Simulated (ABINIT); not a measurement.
# CaAlSiH (P3m1): making up for missing bands

Can a closure trick stand in for empty bands in GW on CaAlSiH (P3m1)?

Method: LDA and many-body steps on it, plane waves, in ABINIT 10.8.3.

### 1. Starting point

The structure is trigonal, space group P3m1 (No. 156). Conventional cell: a = 4.143 Å, b = 4.143 Å, c = 4.698 Å, α = 90.00°, β = 90.00°, γ = 120.00°. Ca has 3 H at 2.42 Å and 3 Si at 3.14 Å nearest. Al has 1 H at 1.75 Å and 3 Si at 2.45 Å nearest. Si has 3 Al at 2.45 Å and 3 Ca at 3.14 Å nearest. H has 1 Al at 1.75 Å and 3 Ca at 2.42 Å nearest. Farther neighbours, and contacts between anions beyond the nearest, are not listed.

As a file:

```cif
data_structure
_symmetry_space_group_name_H-M 'P3m1'
_symmetry_Int_Tables_number 156
_cell_length_a 4.1433
_cell_length_b 4.1433
_cell_length_c 4.6982
_cell_angle_alpha 90.000
_cell_angle_beta 90.000
_cell_angle_gamma 120.000
_cell_volume 69.85
loop_
_atom_site_label
_atom_site_type_symbol
_atom_site_symmetry_multiplicity
_atom_site_Wyckoff_symbol
_atom_site_fract_x
_atom_site_fract_y
_atom_site_fract_z
_atom_site_occupancy
Ca1 Ca 1 a 0.00000 0.00000 0.99992 1
Al1 Al 1 c 0.66667 0.33333 0.45711 1
Si1 Si 1 b 0.33333 0.66667 0.56589 1
H1 H 1 c 0.66667 0.33333 0.08377 1
```

The cell and positions are those that the Materials Project relaxed with its own functionals (PBE, PBE+U or r2SCAN), kept fixed.

### 2. Empty states on the mesh, 3×3×4 mesh, 67 bands

This step: ABINIT 10.8.3; DFT, LDA, plane waves, norm-conserving pseudopotentials.

The sums over transitions need many empty states on a uniform mesh; this step solves for them.

Contents of run.abi:

```
acell 3*1.0 Angstrom
rprim 
  4.143280229474 0.000000000031 0.000000000000
  -2.071640114764 3.588185933707 0.000000000000
  0.000000000000 0.000000000000 4.698226000000
ntypat 4
znucl 20 13 14 1
natom 4
typat 1 2 3 4
xred 
  0.000000000000 0.000000000000 0.999921000000
  0.666666666667 0.333333333333 0.457112000000
  0.333333333333 0.666666666667 0.565892000000
  0.666666666667 0.333333333333 0.083775000000
pp_dirpath "pseudos"
pseudos "Ca.upf, Al.upf, Si.upf, H.upf"
ecut 31
ngkpt 3 3 4
nshiftk 1
shiftk 0 0 0
kptopt 1
chksymbreak 0
iscf -2
irdden 1
istwfk *1
nband 67
nbdbuf 6
tolwfr 1e-09
nstep 60
prtvol 0
indata_prefix "in"
outdata_prefix "out"
tmpdata_prefix "tmp"
```

Run with:

```
> OMP_NUM_THREADS=1 mpirun -n 4 abinit run.abi > log
```

The log of the run:

```text
.Version 10.8.3 of ABINIT. v10.8.2 released Aug 2026.

 Symmetries : space group P3 m 1 (#156); Bravais hP (primitive hexag.)
[... echo of the input left out ...]
== DATASET  1 ==================================================================
-   mpi_nproc: 4, omp_nthreads: 1 (-1 if OMP is not activated)

--- !DatasetInfo
iteration_state: {dtset: 1, }
dimensions: {natom: 4, nkpt: 10, mband: 67, nsppol: 1, nspinor: 1, nspden: 1, mpw: 3898, }
cutoff_energies: {ecut:  31.0, pawecutdg:  -1.0, }
[...]
1.32533    1.36498    1.36498    1.38336    1.38336    1.42245    1.42663    1.43438
   1.45417    1.45417    1.46710    1.46710    1.50016    1.50016    1.52675    1.54766
   1.54766    1.55843    1.59642
 prteigrs : prtvol=0 or 1, do not print more k-points.

== END DATASET(S) ==============================================================
================================================================================

 -outvars: echo values of variables after computation  --------
            nband          67
             nkpt          10
          spgroup         156
 [... the other variables as echoed above ...]

 Calculation completed.
```

Wall time 35 s (4 MPI ranks of Arm Neoverse N1, shared host); peak memory 0.32 GiB; 2.3 min of CPU time.

This step gave:

| Property | Result |
| --- | --- |
| gap | 0.5333 eV |
| k of the valence top | 0, 0, 0.5 |
| k of the conduction bottom | -0.3333, 0, 0.25 |
| least direct gap | 1.298 eV |
| k points computed | 10 |
| lowest point of the top converged band, above the valence top | 35.25 eV |

On this mesh the gap is 0.533 eV.

The density comes from a self-consistent run that is not shown.

### 3. Screening, 3×3×4 mesh, 61 bands, screening to 122.5 eV

The RPA dielectric matrix is built and inverted for each q.

This step: RPA screening on LDA, plane waves, norm-conserving pseudopotentials.

run.abi, as its differences from that of step 2:

```diff
@@ -22,10 +22,11 @@
 chksymbreak 0
-iscf -2
-irdden 1
 istwfk *1
-nband 67
-nbdbuf 6
-tolwfr 1e-09
-nstep 60
-prtvol 0
+occopt 1
+irdwfk 1
+optdriver 3
+nband 61
+ecuteps 4.5
+inclvkb 2
+awtr 1
+symchi 1
 indata_prefix "in"
```

The log of the run:

```text
.Version 10.8.3 of ABINIT. v10.8.2 released Aug 2026.

 Symmetries : space group P3 m 1 (#156); Bravais hP (primitive hexag.)
[... echo of the input left out ...]
== DATASET  1 ==================================================================
-   mpi_nproc: 4, omp_nthreads: 1 (-1 if OMP is not activated)

--- !DatasetInfo
iteration_state: {dtset: 1, }
dimensions: {natom: 4, nkpt: 10, mband: 61, nsppol: 1, nspinor: 1, nspden: 1, mpw: 3898, }
cutoff_energies: {ecut:  31.0, pawecutdg:  -1.0, }
electrons: {nelect:   1.80000000E+01, charge:   0.00000000E+00, occopt:   1.00000000E+00, tsmear:   1.00000000E-02, }

 SCREENING: Calculation of the susceptibility and dielectric matrices

 Based on a program developped by R.W. Godby, V. Olevano, G. Onida, and L. Reining.
 Incorporated in ABINIT by V. Olevano, G.-M. Rignanese, and M. Torrent.
.Using double precision arithmetic ; gwpc =  8

[... cell and pseudopotentials left out ...]
--------------------------------------------------------------------------------

 ==== K-mesh for the wavefunctions ====
 Number of points in the irreducible wedge :    10
[... list of points left out ...]
 Together with  6 symmetry operations and time-reversal symmetry
 yields    36 points in the full Brillouin Zone.

 ==== Q-mesh for the screening function ====
 Number of points in the irreducible wedge :    10
[... list of points left out ...]
 Together with  6 symmetry operations and time-reversal symmetry
 yields    36 points in the full Brillouin Zone.

 setmesh: FFT mesh size selected  =    24x   24x   32
          total number of points  =        18432

 vcoul_init : cutoff-mode = AUXILIARY_FUNCTION
 q-points for optical limit:   1
     1)      0.000010    0.000020    0.000030

- screening: taking advantage of time-reversal symmetry
- Maximum band index for partially occupied states nbvw = 9
- Remaining bands to be divided among processors   nbcw = 52
- Number of bands treated by each node ~13

 Number of electrons calculated from density =   18.0000; Expected =   18.0000
 average of density, n =  0.038188
 r_s =    1.8422
 omega_plasma =   18.8502 [eV]

 calculating chi0 at frequencies [eV] :
  1    0.000000E+00    0.000000E+00
  2    0.000000E+00    1.885024E+01

--------------------------------------------------------------------------------
  q-point number  1        q = ( 0.000000, 0.000000, 0.000000) [r.l.u.]
--------------------------------------------------------------------------------
[... chi0 elements left out ...]
 For q-point:  0.000010 0.000020 0.000030
  dielectric constant =  22.0766
  dielectric constant without local fields =  24.9319

  Average fulfillment of the sum rule on Im[epsilon] for q-point    1 :     63.62  [%]
[... wings left out ...]
  q-point number  2        q = ( 0.333333, 0.000000, 0.000000) [r.l.u.]
--------------------------------------------------------------------------------
[... chi0 elements left out ...]
  Average fulfillment of the sum rule on Im[epsilon] for q-point    2 :     71.81  [%]

 [... 8 further q-points ...]
```

Wall time 23 s (4 MPI ranks); peak memory 0.64 GiB; 91 s of CPU time.

This step gave:

```yaml
eps_infinity_with_local_fields_on_this_mesh: 22.08
eps_infinity_without_local_fields_on_this_mesh: 24.93
plasma_frequency: 18.85 eV
plane_waves_in_the_screening_matrix: 225
```

Local fields lower ε∞ by 11 %. On a Γ-centred mesh this coarse the value itself is usually too large, while a short band sum pulls it down.

### 4. 61 bands

The self-energy is evaluated for the states that the input lists, and the quasiparticle equation is solved.

This step: G0W0 on LDA, plane waves, norm-conserving pseudopotentials.

run.abi, as its differences from that of step 3:

```diff
@@ -25,8 +25,19 @@
 irdwfk 1
-optdriver 3
+optdriver 4
 nband 61
+gwcalctyp 0
+ecutsigx 31
+symsigma 1
+nkptgw 3
+kptgw 
+  0.0000000000 0.0000000000 0.5000000000
+  -0.3333333333 0.0000000000 0.2500000000
+  0.0000000000 0.0000000000 0.0000000000
+bdgw 
+  7 11
+  8 11
+  8 12
 ecuteps 4.5
-inclvkb 2
-awtr 1
-symchi 1
+irdscr 1
+ppmodel 1
 indata_prefix "in"
```

The log of the run:

```text
.Version 10.8.3 of ABINIT. v10.8.2 released Aug 2026.

 Symmetries : space group P3 m 1 (#156); Bravais hP (primitive hexag.)
[... echo of the input left out ...]
== DATASET  1 ==================================================================
-   mpi_nproc: 4, omp_nthreads: 1 (-1 if OMP is not activated)

--- !DatasetInfo
iteration_state: {dtset: 1, }
dimensions: {natom: 4, nkpt: 10, mband: 61, nsppol: 1, nspinor: 1, nspden: 1, mpw: 3898, }
cutoff_energies: {ecut:  31.0, pawecutdg:  -1.0, }
electrons: {nelect:   1.80000000E+01, charge:   0.00000000E+00, occopt:   1.00000000E+00, tsmear:   1.00000000E-02, }

 SIGMA: Calculation of the GW corrections

 Based on a program developped by R.W. Godby, V. Olevano, G. Onida, and L. Reining.
 Incorporated in ABINIT by V. Olevano, G.-M. Rignanese, and M. Torrent.
.Using double precision arithmetic ; gwpc =  8

[... cell and pseudopotentials left out ...]
--------------------------------------------------------------------------------

 ==== K-mesh for the wavefunctions ====
 Number of points in the irreducible wedge :    10
[... list of points left out ...]
 Together with  6 symmetry operations and time-reversal symmetry
 yields    36 points in the full Brillouin Zone.

 ==== Q-mesh for screening function ====
 Number of points in the irreducible wedge :    10
[... list of points left out ...]
 Together with  6 symmetry operations and time-reversal symmetry
 yields    36 points in the full Brillouin Zone.

 vcoul_init : cutoff-mode = AUXILIARY_FUNCTION
 q-points for optical limit:   1
     1)      0.000010    0.000020    0.000030
 setmesh: FFT mesh size selected  =    36x   36x   45
          total number of points  =        58320

 Number of electrons calculated from density =   18.0000; Expected =   18.0000
 average of density, n =  0.038188
 r_s =    1.8422
 omega_plasma =   18.8502 [eV]

 === KS Band Gaps ===
  >>>> For spin  1
   Minimum direct gap =   1.2983 [eV], located at k-point      :   0.0000  0.0000  0.5000
   Fundamental gap    =   0.5332 [eV], Top of valence bands at :   0.0000  0.0000  0.5000
                                       Bottom of conduction at :  -0.3333  0.0000  0.2500
 SIGMA fundamental parameters:
 PLASMON POLE MODEL  1
 number of plane-waves for SigmaX                 3851
 number of plane-waves for SigmaC and W            225
 number of plane-waves for wavefunctions          3851
 number of bands                                    61
 number of independent spin polarizations            1
 number of spinorial components                      1
 number of k-points in IBZ                          10
 number of q-points in IBZ                          10
 number of symmetry operations                       6
 number of k-points in BZ                           36
 number of q-points in BZ                           36
 number of frequencies for dSigma/dE                 9
 frequency step for dSigma/dE [eV]                0.25
 number of omega for Sigma on real axis              0
 max omega for Sigma on real axis  [eV]           0.00
 zcut for avoiding poles [eV]                     0.10

 EPSILON^-1 parameters (SCR file):
 dimension of the eps^-1 matrix on file            225
 dimension of the eps^-1 matrix used               225
 number of plane-waves for wavefunctions          3851
 number of bands                                    61
 number of q-points in IBZ                          10
 number of frequencies                               2
 number of real frequencies                          1
 number of imag frequencies                          1

 matrix elements of self-energy operator (all in [eV])

 Perturbative Calculation

--- !SelfEnergy_ee
iteration_state: {dtset: 1, }
kpoint     : [   0.000,    0.000,    0.500, ]
spin       : 1
KS_gap     :    1.298
QP_gap     :    2.267
Delta_QP_KS:    0.969
data: !SigmaeeData |
     Band     E0 <VxcDFT>   SigX SigC(E0)      Z dSigC/dE  Sig(E)    E-E0       E
        7   5.069 -10.547 -12.063   1.253   0.757  -0.320 -10.746  -0.199   4.870
        8   5.069 -10.547 -12.063   1.253   0.757  -0.320 -10.746  -0.199   4.870
        9   5.567 -10.621 -11.701   0.940   0.764  -0.309 -10.728  -0.107   5.460
       10   6.866 -11.002  -6.092  -3.790   0.770  -0.299 -10.140   0.862   7.727
       11   6.866 -11.002  -6.092  -3.790   0.770  -0.299 -10.140   0.862   7.727

--- !SelfEnergy_ee
iteration_state: {dtset: 1, }
kpoint     : [  -0.333,    0.000,    0.250, ]
spin       : 1
KS_gap     :    1.628
QP_gap     :    2.235
Delta_QP_KS:    0.606
data: !SigmaeeData |
     Band     E0 <VxcDFT>   SigX SigC(E0)      Z dSigC/dE  Sig(E)    E-E0       E
        8   3.793 -10.228 -12.135   1.642   0.752  -0.330 -10.428  -0.200   3.593
[...]
--- !SelfEnergy_ee
iteration_state: {dtset: 1, }
kpoint     : [   0.000,    0.000,    0.000, ]
spin       : 1
KS_gap     :    2.366
QP_gap     :    2.951
Delta_QP_KS:    0.585
data: !SigmaeeData |
     Band     E0 <VxcDFT>   SigX SigC(E0)      Z dSigC/dE  Sig(E)    E-E0       E
[...]
10   6.964  -9.769  -5.297  -3.845   0.768  -0.303  -9.287   0.481   7.446
       11   8.078 -10.036  -5.351  -3.976   0.768  -0.302  -9.492   0.545   8.622
       12   8.078 -10.036  -5.351  -3.976   0.768  -0.302  -9.492   0.545   8.622

== END DATASET(S) ==============================================================
================================================================================

 -outvars: echo values of variables after computation  --------
           etotal      0.0000000000E+00
            nband          61
             nkpt          10
          spgroup         156
 [... the other variables as echoed above ...]

 Calculation completed.
```

It took 19 s on 4 MPI ranks; peak memory 0.63 GiB.

This step gave:

```
G0W0 gap on the mesh                         : 1.188 eV
starting gap on the mesh                     : 0.5333 eV
k of the valence top                         : 0, 0, 0.5
k of the conduction bottom                   : -0.3333, 0, 0.25
Z at the valence top                         : 0.764
Z at the conduction bottom                   : 0.773
least direct G0W0 gap on the computed points : 2.235 eV
```

The gap on the mesh goes from 0.53 eV to 1.19 eV, a correction of +0.65 eV.

### 5. Screening, 3×3×4 mesh, 17 bands, screening to 122.5 eV

This step: RPA screening on LDA, plane waves, norm-conserving pseudopotentials.

run.abi, as its differences from that of step 4:

```diff
@@ -25,19 +25,8 @@
 irdwfk 1
-optdriver 4
-nband 61
-gwcalctyp 0
-ecutsigx 31
-symsigma 1
-nkptgw 3
-kptgw 
-  0.0000000000 0.0000000000 0.5000000000
-  -0.3333333333 0.0000000000 0.2500000000
-  0.0000000000 0.0000000000 0.0000000000
-bdgw 
-  7 11
-  8 11
-  8 12
+optdriver 3
+nband 17
 ecuteps 4.5
-irdscr 1
-ppmodel 1
+inclvkb 2
+awtr 1
+symchi 1
 indata_prefix "in"
```

The log of the run:

```text
.Version 10.8.3 of ABINIT. v10.8.2 released Aug 2026.

 Symmetries : space group P3 m 1 (#156); Bravais hP (primitive hexag.)
[... echo of the input left out ...]
== DATASET  1 ==================================================================
-   mpi_nproc: 4, omp_nthreads: 1 (-1 if OMP is not activated)

--- !DatasetInfo
iteration_state: {dtset: 1, }
dimensions: {natom: 4, nkpt: 10, mband: 17, nsppol: 1, nspinor: 1, nspden: 1, mpw: 3898, }
cutoff_energies: {ecut:  31.0, pawecutdg:  -1.0, }
electrons: {nelect:   1.80000000E+01, charge:   0.00000000E+00, occopt:   1.00000000E+00, tsmear:   1.00000000E-02, }

 SCREENING: Calculation of the susceptibility and dielectric matrices

 Based on a program developped by R.W. Godby, V. Olevano, G. Onida, and L. Reining.
 Incorporated in ABINIT by V. Olevano, G.-M. Rignanese, and M. Torrent.
.Using double precision arithmetic ; gwpc =  8

[... cell and pseudopotentials left out ...]
--------------------------------------------------------------------------------

 ==== K-mesh for the wavefunctions ====
 Number of points in the irreducible wedge :    10
[... list of points left out ...]
 Together with  6 symmetry operations and time-reversal symmetry
 yields    36 points in the full Brillouin Zone.

 ==== Q-mesh for the screening function ====
 Number of points in the irreducible wedge :    10
[... list of points left out ...]
 Together with  6 symmetry operations and time-reversal symmetry
 yields    36 points in the full Brillouin Zone.

 setmesh: FFT mesh size selected  =    24x   24x   32
          total number of points  =        18432

 vcoul_init : cutoff-mode = AUXILIARY_FUNCTION
 q-points for optical limit:   1
     1)      0.000010    0.000020    0.000030

- screening: taking advantage of time-reversal symmetry
- Maximum band index for partially occupied states nbvw = 9
- Remaining bands to be divided among processors   nbcw = 8
- Number of bands treated by each node ~2

 Number of electrons calculated from density =   18.0000; Expected =   18.0000
 average of density, n =  0.038188
 r_s =    1.8422
 omega_plasma =   18.8502 [eV]

 calculating chi0 at frequencies [eV] :
  1    0.000000E+00    0.000000E+00
  2    0.000000E+00    1.885024E+01

--------------------------------------------------------------------------------
  q-point number  1        q = ( 0.000000, 0.000000, 0.000000) [r.l.u.]
--------------------------------------------------------------------------------
[... chi0 elements left out ...]
 For q-point:  0.000010 0.000020 0.000030
  dielectric constant =  21.5757
  dielectric constant without local fields =  24.6906

  Average fulfillment of the sum rule on Im[epsilon] for q-point    1 :     19.49  [%]
[... wings left out ...]
  q-point number  2        q = ( 0.333333, 0.000000, 0.000000) [r.l.u.]
--------------------------------------------------------------------------------
[... chi0 elements left out ...]
  Average fulfillment of the sum rule on Im[epsilon] for q-point    2 :     40.25  [%]

 [... 8 further q-points ...]
```

Elapsed: 8 s, on 4 MPI ranks; peak memory 0.49 GiB; 32 s of CPU time.

Numbers from this step:

- ε∞ with local fields, on this mesh: 21.58
- ε∞ without local fields, on this mesh: 24.69
- plasma frequency: 18.85 eV
- plane waves in the screening matrix: 225

[end of part 1 of 2]

[Long decimals in the printed logs are rounded to 6 places.]

[Logs are printed without paths, hosts, clocks, repeated set-up lines and the standing remarks that a program may print on its own settings, such as how far it seeks lower states.]

[Paths, hosts, dates, memory and timing lines, banners, echoed tables and standing remarks are left out of the program output; an Ansatz launch command may be rebuilt from the run's recorded settings. Measured values are a selection of at most five: reports struck by readers or far from the other reports are left out. None is set beside runs whose start may be inverted or whose files or cutoffs have a known fault.]

[Runs of the session that timed out or met a known fault of the program may be left out.]

[Hosts, paths, dates, database ids (printed as entryN), source tags and the programs' standing remarks are cut or masked in the printed files.]

[G0W0 gaps are taken among the corrected bands and points alone; a level outside them can change the order at an edge.]

[Where Ansatz stands beside ABINIT at settings called matched, ABINIT's density can come from a denser mesh and the files from another edition; pairs whose starting gaps differed by over 0.03 eV were left out, so agreement reads better than it is.]
